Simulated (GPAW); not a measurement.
# A GW chain in GPAW: SrCl2 (Fm-3m)

How does a plane-wave GW calculation on SrCl2 (Fm-3m) run from the first input to the gap?

Main program and level: GPAW 26.7.0; LDA and many-body steps on it, plane waves.

Most raw output is cut from this account.

**1. Set-up**

It takes space group Fm-3m (No. 225, cubic). Conventional cell: a = 6.977 Å, b = 6.977 Å, c = 6.977 Å, α = 90.00°, β = 90.00°, γ = 90.00°. Sr has 8 Cl at 3.02 Å nearest. Nearest to Cl lie 4 Sr at 3.02 Å. Farther neighbours and most contacts between anions are not listed.

The cell and positions come from the Crystallography Open Database and are kept as given unless a step says otherwise.

**2. Ground state**

This step: GPAW 26.7.0; DFT, LDA, plane waves, PAW.

The ground-state density comes first.

File run.py:

```python
import json
import numpy as np
from gpaw.mpi import world
from ase import Atoms
from gpaw import GPAW, PW, FermiDirac

atoms = Atoms(['Sr', 'Cl', 'Cl'],
    cell=[[0.0000000000, 3.4883500000, 3.4883500000],
      [3.4883500000, 0.0000000000, 3.4883500000],
      [3.4883500000, 3.4883500000, 0.0000000000]],
    scaled_positions=[[0.0000000000, 0.0000000000, 0.0000000000],
      [0.2500000000, 0.2500000000, 0.2500000000],
      [0.7500000000, 0.7500000000, 0.7500000000]],
    pbc=(True, True, True))
calc = GPAW(mode=PW(450),
    xc='LDA',
    kpts={'size': (6, 6, 6), 'gamma': True},
    occupations=FermiDirac(0.001),
    nbands=-7,
    convergence={'density': 1e-6, 'bands': -3},
    maxiter=100,
    txt='gs.txt')
atoms.calc = calc
res = {'energy': atoms.get_potential_energy()}
kpts = calc.get_ibz_k_points()
res['kpts'] = kpts
res['eigenvalues'] = [calc.get_eigenvalues(kpt=k) for k in range(len(kpts))]
res['n_electrons'] = calc.get_number_of_electrons()
calc.write('gs.gpw')

if world.rank == 0:
    with open('result.json', 'w') as f:
        json.dump(res, f, default=lambda x: x.tolist())
```

On the command line:

```sh
$ mpirun -n 4 gpaw python run.py
```

The job ended after 6.2 s (4 MPI ranks of Arm Neoverse V1, shared host; peak memory 0.63 GiB; 24 s of CPU time).

Numbers from this step:

```
total energy               : -14.03 eV
gap                        : 4.883 eV
k of the valence top       : 0.5, 0.5, 0
k of the conduction bottom : 0, 0, 0
least direct gap           : 5.167 eV
```

The gap is indirect, with the least direct gap 0.28 eV higher.

**3. Empty states on the mesh, 4×4×4 mesh, 111 bands**

The sums over transitions need many empty states on a uniform mesh; this step solves for them.

File run.py:

```python
import json
import numpy as np
from gpaw.mpi import world
from gpaw import GPAW

calc = GPAW('gs.gpw').fixed_density(kpts={'size': (4, 4, 4), 'gamma': True},
    nbands=129,
    convergence={'bands': 111},
    txt='nscf.txt')
calc.write('full.gpw', mode='all')
res = {}
kpts = calc.get_ibz_k_points()
res['kpts'] = kpts
res['eigenvalues'] = [calc.get_eigenvalues(kpt=k) for k in range(len(kpts))]
res['n_electrons'] = calc.get_number_of_electrons()

if world.rank == 0:
    with open('result.json', 'w') as f:
        json.dump(res, f, default=lambda x: x.tolist())
```

On the command line:

```sh
$ mpirun -n 4 gpaw python run.py
```

Wall time 15 s (4 MPI ranks); peak memory 0.73 GiB; 61 s of CPU time.

Numbers from this step:

| Property | Result |
| --- | --- |
| gap | 4.883 eV |
| k of the valence top | 0.5, 0.5, 0 |
| k of the conduction bottom | 0, 0, 0 |
| least direct gap | 5.167 eV |
| k points computed | 8 |
| lowest point of the top converged band, above the valence top | 58.6740 eV |

On this mesh the gap is 4.883 eV.

**4. Screening and self-energy, 4×4×4 mesh, 101 bands, screening to 65 eV**

Now the one-shot GW correction: screening in the RPA, then the self-energy of the levels asked for.

This step: G0W0 on LDA, plane waves, PAW.

File run.py:

```python
import json
import numpy as np
from gpaw.mpi import world
from gpaw.response.g0w0 import G0W0

gw = G0W0('full.gpw',
    filename='gw',
    kpts=[0, 5],
    bands=(10, 14),
    ecut=65,
    nbands=101,
    integrate_gamma='WS',
    ppa=True)
gw.calculate()
res = {mode: {k: v for k, v in r.items() if k != 'sigma_eskwn'}
       for mode, r in gw.all_results.items()}

if world.rank == 0:
    with open('result.json', 'w') as f:
        json.dump(res, f, default=lambda x: x.tolist())
```

On the command line:

```sh
$ mpirun -n 4 gpaw python run.py
```

It took 26 s on 4 MPI ranks; peak memory 1.1 GiB.

Numbers from this step:

```
G0W0 gap on the points computed              : 7.133 eV
least direct G0W0 gap on the computed points : 7.541 eV
Z at the valence top                         : 0.8141
Z at the conduction bottom                   : 0.8622
starting gap on the mesh                     : 4.883 eV
k of the valence top                         : 0.5, 0.5, 0
k of the conduction bottom                   : 0, 0, 0
```

The gap on the mesh goes from 4.88 eV to 7.13 eV, a correction of +2.25 eV.

Limits: finite bands, cutoff and mesh; no spin-orbit coupling. v1 is the top filled band, c1 the lowest empty one. Levels before and after the correction, in eV, zero at the valence-band top of each column:

|  | conduction bottom | valence top |
| --- | --- | --- |
| Kohn-Sham | 4.88 | 0.00 |
| G0W0 | 7.13 | 0.00 |

```
                    level  energy (eV)
Kohn-Sham         Γ v2-v1       -0.346
Kohn-Sham            Γ c1        4.883
Kohn-Sham            Γ c2        5.847
Kohn-Sham  (0.5 0.5 0) v2       -0.407
Kohn-Sham  (0.5 0.5 0) v1        0.000
Kohn-Sham  (0.5 0.5 0) c1        5.167
Kohn-Sham  (0.5 0.5 0) c2        6.837
     G0W0         Γ v2-v1       -0.409
     G0W0            Γ c1        7.133
     G0W0            Γ c2        8.794
     G0W0  (0.5 0.5 0) v2       -0.444
     G0W0  (0.5 0.5 0) v1        0.000
     G0W0  (0.5 0.5 0) c1        7.757
     G0W0  (0.5 0.5 0) c2        9.986
```

**5. Where the time went**

Times are wall times on 4 MPI ranks of Arm Neoverse V1, shared host, good to a factor of about two.

| step | time | share | memory (GiB) |
| --- | --- | --- | --- |
| ground state | 6.2 s | 13 % | 0.63 |
| empty states on the mesh | 15 s | 33 % | 0.73 |
| screening and self-energy | 26 s | 54 % | 1.1 |

**6. Results**

* LDA gap: 4.88 eV, indirect
* G0W0 gap on the mesh: 7.13 eV
* GW settings: 4×4×4 mesh, 101 bands, screening to 65 eV, Godby-Needs plasmon pole
* known limits: not at the basis limit; no spin-orbit coupling

G0W0 moves the gap on the mesh from 4.88 eV to 7.13 eV (+2.25 eV), with Z of 0.81 and 0.86 at the edges. Only 2 of the mesh's irreducible points were corrected, so a valley elsewhere could overtake. The dearest step here is «screening and self-energy». Bands and cutoff are finite, so the gap is not at the basis limit. The miss can reach some tenths of an eV and take either sign; the mesh is an error of its own. These stock PAW sets were not made for GW. In the G0W0 run levels were corrected at 2 k points alone, so a gap called «on the mesh» is the least over those, and an edge elsewhere would be missed. The many-body steps are scalar-relativistic: spin-orbit coupling is not in them.

[Paths, hosts, dates, memory and timing lines, banners, echoed tables and standing remarks are left out of the program output.]

[Logs are printed without paths, hosts, clocks, repeated set-up lines and the standing remarks that a program may print on its own settings, such as how far it seeks lower states.]

[Runs of the session that timed out or met a known fault of the program may be left out.]

[Hosts, paths, dates, database ids (printed as entryN), source tags and the programs' standing remarks are cut or masked in the printed files.]
